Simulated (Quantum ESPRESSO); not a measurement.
# Magnetic state of CrO2 from several starts

Does CrO2 prefer parallel or opposed moments, or none?

Method: PBEsol; plane waves with GBRV 1.5 PBEsol potentials, no spin-orbit coupling, in Quantum ESPRESSO 7.5.

### Step 1. Starting point

Symmetry: P4_2/mnm, No. 136, tetragonal system. The conventional cell has a = 4.421 Å, b = 4.421 Å, c = 2.917 Å, α = 90.00°, β = 90.00°, γ = 90.00°. Nearest to Cr lie 6 O at 1.88 to 1.92 Å. Nearest to O lie 3 Cr at 1.88 to 1.92 Å. Farther neighbours and most contacts between anions are not listed.

The cell comes from the Crystallography Open Database.

### Step 2. Start 1: ferro ++

The signs are those of the starting moments on the seeded atoms, the atoms that are given a moment.

Input file pw.in:

```
&CONTROL
  calculation = 'scf'
  prefix = 'pwscf'
  outdir = './tmp'
  pseudo_dir = './pseudo'
  disk_io = 'nowf'
/
&SYSTEM
  ibrav = 0
  nat = 6
  ntyp = 2
  ecutwfc = 40
  ecutrho = 280
  nbnd = 39
  occupations = 'smearing'
  smearing = 'fd'
  degauss = 0.00367493
  nspin = 2
  starting_magnetization(1) = 0.2143
  starting_magnetization(2) = 0
/
&ELECTRONS
  conv_thr = 1.2d-08
  electron_maxstep = 150
  mixing_beta = 0.3
/
ATOMIC_SPECIES
Cr     51.9961 cr_pbesol_v1.5.uspp.F.UPF
O      15.9990 o_pbesol_v1.2.uspp.F.UPF
CELL_PARAMETERS angstrom
   4.4210000000    0.0000000000    0.0000000000
   0.0000000000    4.4210000000    0.0000000000
   0.0000000000    0.0000000000    2.9170000000
ATOMIC_POSITIONS crystal
Cr      0.0000000000    0.0000000000    0.0000000000
Cr      0.5000000000    0.5000000000    0.5000000000
O       0.3010000000    0.3010000000    0.0000000000
O       0.1990000000    0.8010000000    0.5000000000
O       0.6990000000    0.6990000000    0.0000000000
O       0.8010000000    0.1990000000    0.5000000000
K_POINTS automatic
6 6 6 0 0 0
```

On the command line:

```sh
> OMP_NUM_THREADS=1 mpirun -n 4 pw.x -nk 4 -in pw.in > pw.out
```

What it wrote:

```text
Program PWSCF v.7.5 starts

     Message from routine setup:
     using ibrav=0 with symmetry is DISCOURAGED, use correct ibrav instead

     K-points division:     npool     =       4
     Subspace diagonalization in iterative solution of the eigenvalue problem:

     G-vector sticks info
     --------------------
     sticks:   dense  smooth     PW     G-vecs:    dense   smooth      PW
     Sum        1565     885    285                30497    13155    2353

     Using Slab Decomposition

     bravais-lattice index     =            0
     lattice parameter (alat)  =       8.3545  a.u.
     unit-cell volume          =     384.7460 (a.u.)^3
     number of atoms/cell      =            6
     number of atomic types    =            2
     number of electrons       =        52.00
     number of Kohn-Sham states=           39
     kinetic-energy cutoff     =      40.0000  Ry
     charge density cutoff     =     280.0000  Ry
     scf convergence threshold =      1.2E-08
     mixing beta               =       0.3000
     number of iterations used =            8  plain     mixing
     Exchange-correlation= SLA  PW   PSX  PSC
                           (   1   4  10   8   0   0   0)

     celldm(1)=   8.354479  celldm(2)=   0.000000  celldm(3)=   0.000000
     celldm(4)=   0.000000  celldm(5)=   0.000000  celldm(6)=   0.000000

     crystal axes: (cart. coord. in units of alat)
               a(1) = (   1.000000   0.000000   0.000000 )
               a(2) = (   0.000000   1.000000   0.000000 )
               a(3) = (   0.000000   0.000000   0.659805 )

     reciprocal axes: (cart. coord. in units 2 pi/alat)
               b(1) = (  1.000000  0.000000  0.000000 )
               b(2) = (  0.000000  1.000000  0.000000 )
               b(3) = (  0.000000  0.000000  1.515598 )

     PseudoPot. # 1 for Cr read from file:
     cr_pbesol_v1.5.uspp.F.UPF
     Pseudo is Ultrasoft + core correction, Zval = 14.0
     Generated by new atomic code, or converted to UPF format
     Using radial grid of  857 points,  6 beta functions with:
                l(1) =   0
                l(2) =   0
                l(3) =   1
                l(4) =   1
                l(5) =   2
                l(6) =   2
     Q(r) pseudized with  8 coefficients,  rinner =    0.950   0.950   0.950
                                                       0.950   0.950

     PseudoPot. # 2 for O  read from file:
     o_pbesol_v1.2.uspp.F.UPF
     Pseudo is Ultrasoft + core correction, Zval =  6.0
     Generated by new atomic code, or converted to UPF format
     Using radial grid of  737 points,  5 beta functions with:
                l(1) =   0
                l(2) =   0
                l(3) =   1
                l(4) =   1
                l(5) =   2
     Q(r) pseudized with  8 coefficients,  rinner =    0.900   0.900   0.900
                                                       0.900   0.900

     atomic species   valence    mass     pseudopotential
     Cr               14.00    51.99610     Cr( 1.00)
     O                 6.00    15.99900     O ( 1.00)

     Starting magnetic structure
     atomic species   magnetization
     Cr              0.214
     O               0.000

     16 Sym. Ops., with inversion, found ( 8 have fractional translation)

   Cartesian axes

     site n.     atom                  positions (alat units)
         1        Cr     tau(   1) = (   0.0000000   0.0000000   0.0000000  )
         2        Cr     tau(   2) = (   0.5000000   0.5000000   0.3299027  )
         3        O      tau(   3) = (   0.3010000   0.3010000   0.0000000  )
         4        O      tau(   4) = (   0.1990000   0.8010000   0.3299027  )
         5        O      tau(   5) = (   0.6990000   0.6990000   0.0000000  )
         6        O      tau(   6) = (   0.8010000   0.1990000   0.3299027  )

     number of k points=    40  Fermi-Dirac smearing, width (Ry)=  0.0037
                       cart. coord. in units 2pi/alat
        k(    1) = (   0.0000000   0.0000000   0.0000000), wk =   0.0046296
        k(    2) = (   0.0000000   0.0000000   0.2525997), wk =   0.0092593
        k(    3) = (   0.0000000   0.0000000   0.5051994), wk =   0.0092593
        k(    4) = (   0.0000000   0.0000000  -0.7577991), wk =   0.0046296
        k(    5) = (   0.0000000   0.1666667   0.0000000), wk =   0.0185185
        [... 35 further k-points ...]

     Dense  grid:    30497 G-vectors     FFT dimensions: (  48,  48,  30)

     Smooth grid:    13155 G-vectors     FFT dimensions: (  36,  36,  24)

     Check: negative core charge=   -0.000008
     Generating pointlists ...
     new r_m :   0.1756 (alat units)  1.4670 (a.u.) for type    1
     new r_m :   0.1756 (alat units)  1.4670 (a.u.) for type    2

     Initial potential from superposition of free atoms

     starting charge      50.0000, renormalised to      52.0000

     negative rho (up, down):  2.032E-03 1.309E-03
     Starting wfcs are   36 randomized atomic wfcs +    3 random wfcs

     Self-consistent Calculation

     iteration #  1     ecut=    40.00 Ry     beta= 0.30
     Davidson diagonalization with overlap
     ethr =  1.00E-02,  avg # of iterations =  6.0

     negative rho (up, down):  1.823E-03 2.182E-03

     total energy              =    -479.17554474 Ry
     estimated scf accuracy    <       3.35130141 Ry

     total magnetization       =     4.00 Bohr mag/cell
     absolute magnetization    =     4.14 Bohr mag/cell

     iteration #  2     ecut=    40.00 Ry     beta= 0.30
     Davidson diagonalization with overlap
     ethr =  6.44E-03,  avg # of iterations =  1.6

     negative rho (up, down):  1.297E-03 2.359E-03

     total energy              =    -479.70357428 Ry
     estimated scf accuracy    <       1.34184557 Ry

     total magnetization       =     4.06 Bohr mag/cell
     absolute magnetization    =     4.84 Bohr mag/cell

     iteration #  3     ecut=    40.00 Ry     beta= 0.30
     Davidson diagonalization with overlap
     ethr =  2.58E-03,  avg # of iterations =  1.1

     negative rho (up, down):  4.527E-04 3.345E-03

     total energy              =    -479.90569533 Ry
     estimated scf accuracy    <       0.19832811 Ry

     total magnetization       =     4.00 Bohr mag/cell
     absolute magnetization    =     4.57 Bohr mag/cell

     [... further iterations left out ...]

     iteration #  9     ecut=    40.00 Ry     beta= 0.30
     Davidson diagonalization with overlap
     ethr =  2.91E-08,  avg # of iterations =  2.0

     negative rho (up, down):  0.000E+00 4.337E-03

     total energy              =    -479.97220311 Ry
     estimated scf accuracy    <       0.00000222 Ry

     total magnetization       =     4.00 Bohr mag/cell
     absolute magnetization    =     4.65 Bohr mag/cell

     iteration # 10     ecut=    40.00 Ry     beta= 0.30
     Davidson diagonalization with overlap
     ethr =  4.28E-09,  avg # of iterations =  2.0

     negative rho (up, down):  0.000E+00 4.334E-03

     total energy              =    -479.97220385 Ry
     estimated scf accuracy    <       0.00000010 Ry

     total magnetization       =     4.00 Bohr mag/cell
     absolute magnetization    =     4.65 Bohr mag/cell

     iteration # 11     ecut=    40.00 Ry     beta= 0.30
     Davidson diagonalization with overlap
     ethr =  1.91E-10,  avg # of iterations =  2.0

     negative rho (up, down):  0.000E+00 4.331E-03

     total energy              =    -479.97220409 Ry
     estimated scf accuracy    <       0.00000011 Ry

     total magnetization       =     4.00 Bohr mag/cell
     absolute magnetization    =     4.65 Bohr mag/cell

     iteration # 12     ecut=    40.00 Ry     beta= 0.30
     Davidson diagonalization with overlap
     ethr =  1.91E-10,  avg # of iterations =  1.5

     negative rho (up, down):  0.000E+00 4.332E-03

     Magnetic moment per site  (integrated on atomic sphere of radius R)
     atom   1 (R=0.176)  charge= 10.5343  magn=  1.7283
     atom   2 (R=0.176)  charge= 10.5343  magn=  1.7283
     atom   3 (R=0.176)  charge=  5.2011  magn= -0.0696
     atom   4 (R=0.176)  charge=  5.2011  magn= -0.0696
     atom   5 (R=0.176)  charge=  5.2011  magn= -0.0696
     atom   6 (R=0.176)  charge=  5.2011  magn= -0.0696

     End of self-consistent calculation

     [... lines left out ...]
     the Fermi energy is    10.7070 ev

!    total energy              =    -479.97220430 Ry
     estimated scf accuracy    <          6.7E-09 Ry
     smearing contrib. (-TS)   =      -0.00086591 Ry
     internal energy E=F+TS    =    -479.97133839 Ry

     The total energy is F=E-TS. E is the sum of the following terms:
     one-electron contribution =    -202.53988403 Ry
     hartree contribution      =     127.25134317 Ry
     xc contribution           =     -73.04644417 Ry
     ewald contribution        =    -331.63635336 Ry

     total magnetization       =     4.00 Bohr mag/cell
     absolute magnetization    =     4.65 Bohr mag/cell

     convergence has been achieved in  12 iterations

=------------------------------------------------------------------------------=
   JOB DONE.
=------------------------------------------------------------------------------=
```

Elapsed: 24 s, on 4 MPI ranks of Arm Neoverse V2, shared host; peak memory 0.48 GiB.

Spin moment in the atom's sphere by atom:

| atom | spin moment in the atom's sphere (μB) |
| --- | --- |
| Cr1 | 1.73 |
| Cr2 | 1.73 |
| O3 | -0.07 |
| O4 | -0.07 |
| O5 | -0.07 |
| O6 | -0.07 |

This step gave:

```
smearing term TS       : 0.01178 eV
magnetization          : 4 μB
absolute magnetization : 4.651 μB
final state            : ferromagnetic
```

[end of part 1 of 2]

[Logs and program files are shortened in this print: banners, set-up blocks, solver, clock and traceback lines can be left out without a mark of their own.]

[Logs are printed without paths, hosts, clocks, repeated set-up lines and the standing remarks that a program may print on its own settings, such as how far it seeks lower states.]

[Hosts, paths, dates, database ids (printed as entryN), source tags and the programs' standing remarks are cut or masked in the printed files.]

[Where a cell is said to come from a database of computed structures, the database is the Materials Project.]
